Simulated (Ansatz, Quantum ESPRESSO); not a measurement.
# Lattice dynamics of SrTa (Pm-3m) in two programs, part 4 of 4

Aim: the phonon dispersion of SrTa (Pm-3m), checked by a second program.

Quantum ESPRESSO 7.5; DFT PBE, scalar-relativistic, plane waves, SPMS norm-conserving pseudopotentials.

So far. Step 9 (Modes with the sum rule): The rule moves no optical mode by more than 0.1 cm⁻¹. Step 13 (A changed mass): The top of the path falls from 149 to 120 cm⁻¹, a ratio of 0.80; a mode of that atom alone would give 0.71.

The structure was built from a prototype and need not be the compound's stable phase.

### Step 14. The same in Ansatz

The same cell goes through another code, with its own cutoff. It uses its own PAW datasets, so the potentials differ. Its k mesh is centred on Γ.

This step: DFT PBE, scalar-relativistic, plane waves, PAW (Ansatz 0.2.0).

input.yaml

```yaml
crystal:
  lattice:
    - [3.807391159, 0.0, 0.0]
    - [0.0, 3.807391159, 0.0]
    - [0.0, 0.0, 3.807391159]
  atoms:
    - { symbol: Sr, position: [0.0, 0.0, 0.0] }
    - { symbol: Ta, position: [0.5, 0.5, 0.5] }
kpoints:
  mp_grid: { grid: [8, 8, 8] }
hamiltonian:
  xc: pbe
scf:
  occupations: { method: cold, width: 0.27211 }
output:
  eigenvalues: true
phonons:
  method: dfpt
  qmesh: [2, 2, 2]
  temperatures: { t_max: 1000, t_step: 50 }
  qpath:
    path:
      - [[0.0, 0.0, 0.0], [0.0, 0.5, 0.0], [0.5, 0.5, 0.0], [0.0, 0.0, 0.0], [0.5, 0.5, 0.5], [0.0, 0.5, 0.0]]
      - [[0.5, 0.5, 0.5], [0.5, 0.5, 0.0]]
    npoints: 12
```

On the command line:

```console
> ansatz run input.yaml --threads 4 --pin off --max-ram 8192MiB --backend cpu --events-out ev --progress --plain --runs-dir out
```

Numbers of over 12 decimals in the logs are rounded to 6 here.

The log of the run:

```text
Engine: ansatz 0.2.0, aarch64-unknown-linux-gnu
Pseudopotentials: kind: paw
Pseudopotential: Sr, paw, valence charge 10, recommended cutoff 420 eV (normal), Sr.paw.azcp
Pseudopotential: Ta, paw, valence charge 13, recommended cutoff 420 eV (normal), Ta.paw.azcp
Functional definition: PBE
  parameter kappa = 0.804
  parameter beta = 0.066725
  exchange = pbe_x(kappa = kappa, mu = beta*pi^2/3)
  correlation = pbe_c(beta = beta)
Crystal: 2 atoms, lattice volume = 55.193 Å³
Basis set: ecut = 420 eV, 1045 PW (Γ), exchange–correlation on 54×54×54 points (8 copies of the dense FFT grid, shifted against one another)
Bands: 16, of which v1, the nominal top of the filled ones, is band 12 counted from 1 (11 counted from 0)
Symmetry: 48 space group operations
k-points: 35 of 512
Non-local potential: Sr, projectors of the file, l = 0: 3, l = 1: 2, l = 2: 2
Non-local potential: Ta, projectors of the file, l = 0: 3, l = 1: 2, l = 2: 2, l = 3: 1
PAW form: soft (Blöchl's): semilocal exchange-correlation on the pseudo side does not see the compensation charge
PAW one-centre angular grid: Sr, 110 points (default); XC on 64 Gauss nodes
PAW one-centre angular grid: Ta, 590 points (default); XC on 64 Gauss nodes
Initial density: superposition of atomic densities (neutral atoms: chi_scale 0, normalization atom), corrected by the library's trained network
Initial wavefunctions: pseudopotential atomic-orbital guess
Functional: x = pbe(κ = 0.804, μ = 0.219515), c = pbe(β = 0.066725)
SCF iter   1: F=—  HF=-13473.084398 eV  |F-HF|=—  |Δ(HF+E_count)|=         —  Δρ=5.89e-3  dr2=3.75e-2  ethr=1.77e-3  ⟨swp⟩=6.3  Hψ=3490  notcnv=0
preconditioner: auto → Kerker (q_TF=auto, 2.358 Å⁻¹)  [metal: Δε(μ)=0.028 eV  Ē_g=9.993 eV  σ=0.272 eV  W_gap=0.07  n_scr=18 (ndim 8)  ℏωp=18.0 eV  f_vac=0.000  D(μ)=4.66/eV (n_scr^D=56)]
SCF iter   2: F=—  HF=-13473.076944 eV  |F-HF|=—  |Δ(HF+E_count)|=   7.45e-3  S|Δr|=    0.00e0  Δρ=2.00e-3  dr2=3.51e-3  ethr=1.63e-4  ⟨swp⟩=1.1  Hψ=842  notcnv=0
SCF iter   3: F=—  HF=-13473.076326 eV  |F-HF|=—  |Δ(HF+E_count)|=   6.18e-4  S|Δr|=    0.00e0  Δρ=5.65e-4  dr2=1.91e-4  ethr=1.53e-5  ⟨swp⟩=1.9  Hψ=662  notcnv=0
SCF iter   4: F=—  HF=-13473.076349 eV  |F-HF|=—  |Δ(HF+E_count)|=   2.27e-5  S|Δr|=    0.00e0  Δρ=1.45e-4  dr2=1.28e-5  ethr=8.29e-7  ⟨swp⟩=2.0  Hψ=682  notcnv=0
SCF iter   5: F=—  HF=-13473.076349 eV  |F-HF|=—  |Δ(HF+E_count)|=   3.29e-7  S|Δr|=    0.00e0  Δρ=3.27e-5  dr2=1.15e-6  ethr=5.57e-8  ⟨swp⟩=2.0  Hψ=908  notcnv=0
SCF iter   6: F=—  HF=-13473.076355 eV  |F-HF|=—  |Δ(HF+E_count)|=   6.44e-6  S|Δr|=    0.00e0  Δρ=7.18e-6  dr2=4.69e-8  ethr=5.02e-9  ⟨swp⟩=2.0  Hψ=681  notcnv=0
SCF iter   7: F=—  HF=-13473.076355 eV  |F-HF|=—  |Δ(HF+E_count)|=   6.08e-9  S|Δr|=    0.00e0  Δρ=7.49e-7  dr2=3.94e-10  ethr=2.04e-10  ⟨swp⟩=2.0  Hψ=728  notcnv=0
SCF iter   8: F=—  HF=-13473.076355 eV  |F-HF|=—  |Δ(HF+E_count)|=  1.24e-10  S|Δr|=    0.00e0  Δρ=1.51e-7  dr2=1.06e-11  ethr=1.71e-12  ⟨swp⟩=2.6  Hψ=1004  notcnv=0
SCF iter   9: F=-13473.076355 eV  HF=-13473.076355 eV  |F-HF|=3.64e-12  |Δ(HF+E_count)|=  1.82e-12  S|Δr|=    0.00e0  Δρ=4.80e-8  dr2=9.33e-13  ethr=1.00e-12  ⟨swp⟩=6.2  Hψ=2497  notcnv=0
SCF 1 converged in 9 iterations: F = -13473.076355 eV  dr2 = 9.33e-13
  greatest PAW one-centre occupation: 0.999 electrons in one spin orbital (limit 2), on the Ta atom at site 1 (counted from 0), in its partial waves of l = 0
phonons: the bands overlap, so this run is a metal and interpolates without the dipole-dipole term. If the crystal is really an insulator or semiconductor, its LO-TO splitting is missing
NSCF: frozen V_eff on 35 k-points
WARN: eigensolver did not converge in 7 slots of this pass, the one above among them; of largest residual over every band (k=10): 1 band(s) unlocked (lowest unlocked band 15, counted from 0; max residual 1.18e-3 eV among the unlocked bands, 1.18e-3 eV over every band); of lowest unlocked band (k=5): band 15
NSCF: frozen V_eff on 75 k-points
DFPT response loops at q = (0, 0, 0) (fractional): preconditioner auto → Kerker (q_TF=auto, 2.358 Å⁻¹) (partly filled bands, converged f_vac=0.000); β = 1.00, the filter's whole step (`scf.mixing.beta` (0.50) is not read by the response loops under this deck's `scf.mixing.preconditioner`; to damp them name `kerker` or `kerker_dos`, under which they read `scf.mixing.beta`, and type it under 1.00, their step now; both keys bind the ground state too); Broyden in place of MSR1
NSCF: frozen V_eff on 250 k-points
DFPT response loops at q = (0, 0, -0.5) (fractional): mixed as the last ones told, above
NSCF: frozen V_eff on 250 k-points
DFPT response loops at q = (0, -0.5, -0.5) (fractional): mixed as the last ones told, above
NSCF: frozen V_eff on 150 k-points
DFPT response loops at q = (-0.5, -0.5, -0.5) (fractional): mixed as the last ones told, above
SCF converged after 9 iterations
Stability not checked: this state was not tested for a lower state beside it, because cold or Methfessel-Paxton smearing, or corrected tetrahedra, fill the levels in a way that the test cannot read (fill_not_monotonic; see scf.lower_state_search)
Free energy (F): -13473.076355 eV
Harris-Foulkes:  -13473.076355 eV  (|F-HF|=3.64e-12)
Internal energy: -13473.055244 eV  (E = F + TS)
E sigma→0 (E₀):  -13473.069318 eV
Entropy (-TS):   -0.021111 eV (-10.555 meV/atom)
Fermi energy:    11.214987 eV
--- Per-component energies (eV) ---
  E_band       = -264.697379
  E_kinetic    = 608.921945
  E_local      = -1387.672180  (includes V_loc(G=0)·N_el)
  E_nonlocal   = 216.873578
  E_hartree    = 405.750395
  E_xc         = -389.165315
  E_vxc        = -362.716598  (∫ρ·V_xc dr)
  E_paw        = -11090.198564  (= ΣΔE_a)
  E_vpaw       = -151.605070  (= ΣTr[D̂ρ^β])
  E_aug_tail   = 0.000136  (compensation charges beyond the density's cutoff)
  E_ewald      = -1837.565239
  E_smearing   = -0.021111  (= −TS)
  E_closure    = 0.000000  (closes the sum)
  Σ components = -13473.076355   (vs F -13473.076355, Δ=0.00e0)
--- Band table (eV; the first three rows and the last of 35) ---
  k-point 0: bands = [... 8 lower, 5.8469, 9.3347, 9.3347, 12.2261, 12.2261, 12.2261, 15.8558, 15.8558]
  k-point 1: bands = [... 8 lower, 6.1010, 9.4430, 9.4972, 12.1636, 12.1636, 12.2850, 15.4668, 15.8117]
  k-point 2: bands = [... 8 lower, 6.8082, 9.7446, 9.8441, 12.0293, 12.0293, 12.4372, 14.5904, 14.9642]
  k-point 34: bands = [... 8 lower, 10.8834, 10.8834, 10.8834, 11.3910, 11.3910, 11.3910, 13.6855, 13.6855]
--- Phonons (Γ-DFPT): 2 representative perturbations + reference (Σ response iterations 6) ---
  ASR residual: 7.701e-5 → 0.000e0 eV/Å²; symmetrization residual: 6.155e-6 eV/Å²
  ASR residual per site (eV/Å²): 7.70e-5 5.08e-6
  Γ frequencies (cm⁻¹): 0.00 0.00 0.00 146.83 146.83 146.83
--- Phonons (arbitrary-q DFPT): 4 irreducible q on the 2×2×2 mesh ---
  q = [0.0000, 0.0000, 0.0000] (star 1, of the zone-centre solve; hermiticity 2.63e-6, symmetrization 4.49e-13): -0.00 -0.00 0.00 146.83 146.83 146.83
  q = [0.0000, 0.0000, -0.5000] (star 3, 4 solved perturbations in 400 linear systems a pass and spin channel, the states on 125 of 512 k-point pairs; hermiticity 9.52e-14, symmetrization 2.69e-13): -84.18 78.78 78.78 105.69 105.69 134.92
  q = [0.0000, -0.5000, -0.5000] (star 3, 4 solved perturbations in 400 linear systems a pass and spin channel, the states on 125 of 512 k-point pairs; hermiticity 1.69e-6, symmetrization 7.85e-14): -110.26 -110.26 84.37 93.48 149.39 149.39
  q = [-0.5000, -0.5000, -0.5000] (star 1, 2 solved perturbations on 75 of 512 k-point pairs; hermiticity 1.31e-13, symmetrization 1.23e-12): -80.35 -80.35 -80.35 126.53 126.53 126.53
  sum rule: each row above includes the acoustic sum rule's correction from the zone centre's row sums; it moved no ω² by more than (0.49 cm⁻¹)²
  mesh force constants: q→R imaginary residual 3.38e-17; ASR residual 7.701e-5 → 0.000e0 eV/Å²; symmetrization residual 3.553e-15 eV/Å²
  interpolated dispersion: 74 rows × 6 modes
  density of states and harmonic sums: on the 16×16×16 q-mesh, interpolated from the force constants of a 2×2×2 supercell (no non-analytic term)
  largest difference from the sums on the solved wave vectors: F 5.71e-2 eV, S 6.08e-5 and C_V 1.47e-5 eV/K
  zero-point energy: 0.027725 eV/cell   skipped modes (ω ≤ 0): 308, of them read as no rigid motion or as one in doubt: 305 (1.831e0 modes/cell left out, lowest -110.26 cm⁻¹)   left out of the sums: 3.05e-1 of the cell's modes: C_V's classical limit lies that fraction below 3 k_B per atom; for a crystal, a wire or a layer, F and S can be off by more, and a phonons.interpolated_qmesh denser along its periods is the remedy for the sampling
```

Run time: 22 s. Hardware: 4 threads of Arm Neoverse V2, shared host; peak memory 0.58 GiB; 83 s of CPU time.

Read from the output:

| Quantity | Value |
| --- | --- |
| sum-rule residual before enforcement | 7.70e-5 eV/Å² |
| lowest frequency on the path | -110.3 cm⁻¹ |
| share of modes beyond 3i cm⁻¹ on the dense interpolated mesh | 0.3132 |

### Step 15. The two compared: QE SPMS and Ansatz, PAW

Numbers from this step:

| Item | Value |
| --- | --- |
| root-mean-square difference | 0.14 cm⁻¹ |
| largest difference | 0.41 cm⁻¹ |
| root-mean-square difference on the path | 0.1 cm⁻¹ |
| largest difference on the path | 0.4 cm⁻¹ |

The 12 of 21 modes that differ most. Frequencies side by side:

| q (reciprocal lattice) | mode | QE SPMS (cm⁻¹) | Ansatz, PAW (cm⁻¹) |
| --- | --- | --- | --- |
| 0 0 0 | 4 | 146.8 | 146.8 |
| 0 0 0 | 5 | 146.8 | 146.8 |
| 0 0 0 | 6 | 146.8 | 146.8 |
| 0 0 -0.5 | 2 | 78.87 | 78.78 |
| 0 0 -0.5 | 3 | 78.87 | 78.78 |
| 0 0 -0.5 | 6 | 134.8 | 134.9 |
| 0 -0.5 -0.5 | 3 | 84.78 | 84.37 |
| 0 -0.5 -0.5 | 5 | 149.2 | 149.4 |
| 0 -0.5 -0.5 | 6 | 149.2 | 149.4 |
| -0.5 -0.5 -0.5 | 1 | -80.2 | -80.35 |
| -0.5 -0.5 -0.5 | 2 | -80.2 | -80.35 |
| -0.5 -0.5 -0.5 | 3 | -80.2 | -80.35 |

The interpolated bands of the two lie on top of each other.

At the solved wavevectors the largest difference (acoustic modes at Γ apart) is 0.3 % of the highest mode.

### Step 16. Outcome

```yaml
space_group_after_relaxation: Pm-3m
volume_per_atom: 27.6 Å³
highest_optical_zone_centre_mode_no_lo_to_term: 146.8 cm⁻¹
q_mesh: 2×2×2
lowest_mode_on_the_q_mesh_acoustic_ones_at_the_zone_centre_apart: -110.3 cm⁻¹
imaginary_modes_on_the_q_mesh: yes
largest_difference_from_ansatz_paw: 0.41 cm⁻¹
```

In words: SrTa (Pm-3m) is unstable: a mode solved on the 2×2×2 mesh is imaginary, 110i cm⁻¹; its spectrum reaches 149 cm⁻¹. At the PBE level the optical modes of SrTa (Pm-3m) at the zone centre lie at 147 cm⁻¹. The most unstable solved mode lies at q = (0, -0.5, -0.5), on the zone boundary, so the distortion that it points to doubles the cell. QE SPMS and Ansatz, PAW agree to 0.41 cm⁻¹ (0.3 % of the highest mode compared) on all solved modes but the acoustic ones at Γ, without the LO-TO term. These are harmonic frequencies at zero temperature: anharmonic shifts and linewidths and thermal expansion are left out. Spin-orbit coupling is left out, which can matter for the heavy elements here. In a metal the frequencies hang on the k mesh and the smearing, most of all near Kohn anomalies. The runs are without spin polarisation, although the cell has an odd electron count or an open d or f shell, so a magnetic state was not tested. The q mesh stands for a supercell only 7.6 Å across, so branches between the solved wavevectors are rough. The structure is a hypothetical one, built on a prototype.

[Host names and launcher messages were left out of these logs when they were recorded.]

[Logs are printed without paths, hosts, clocks, repeated set-up lines and the standing remarks that a program may print on its own settings, such as how far it seeks lower states.]

[Hosts, paths, dates, database ids (printed as entryN), source tags and the programs' standing remarks are cut or masked in the printed files.]
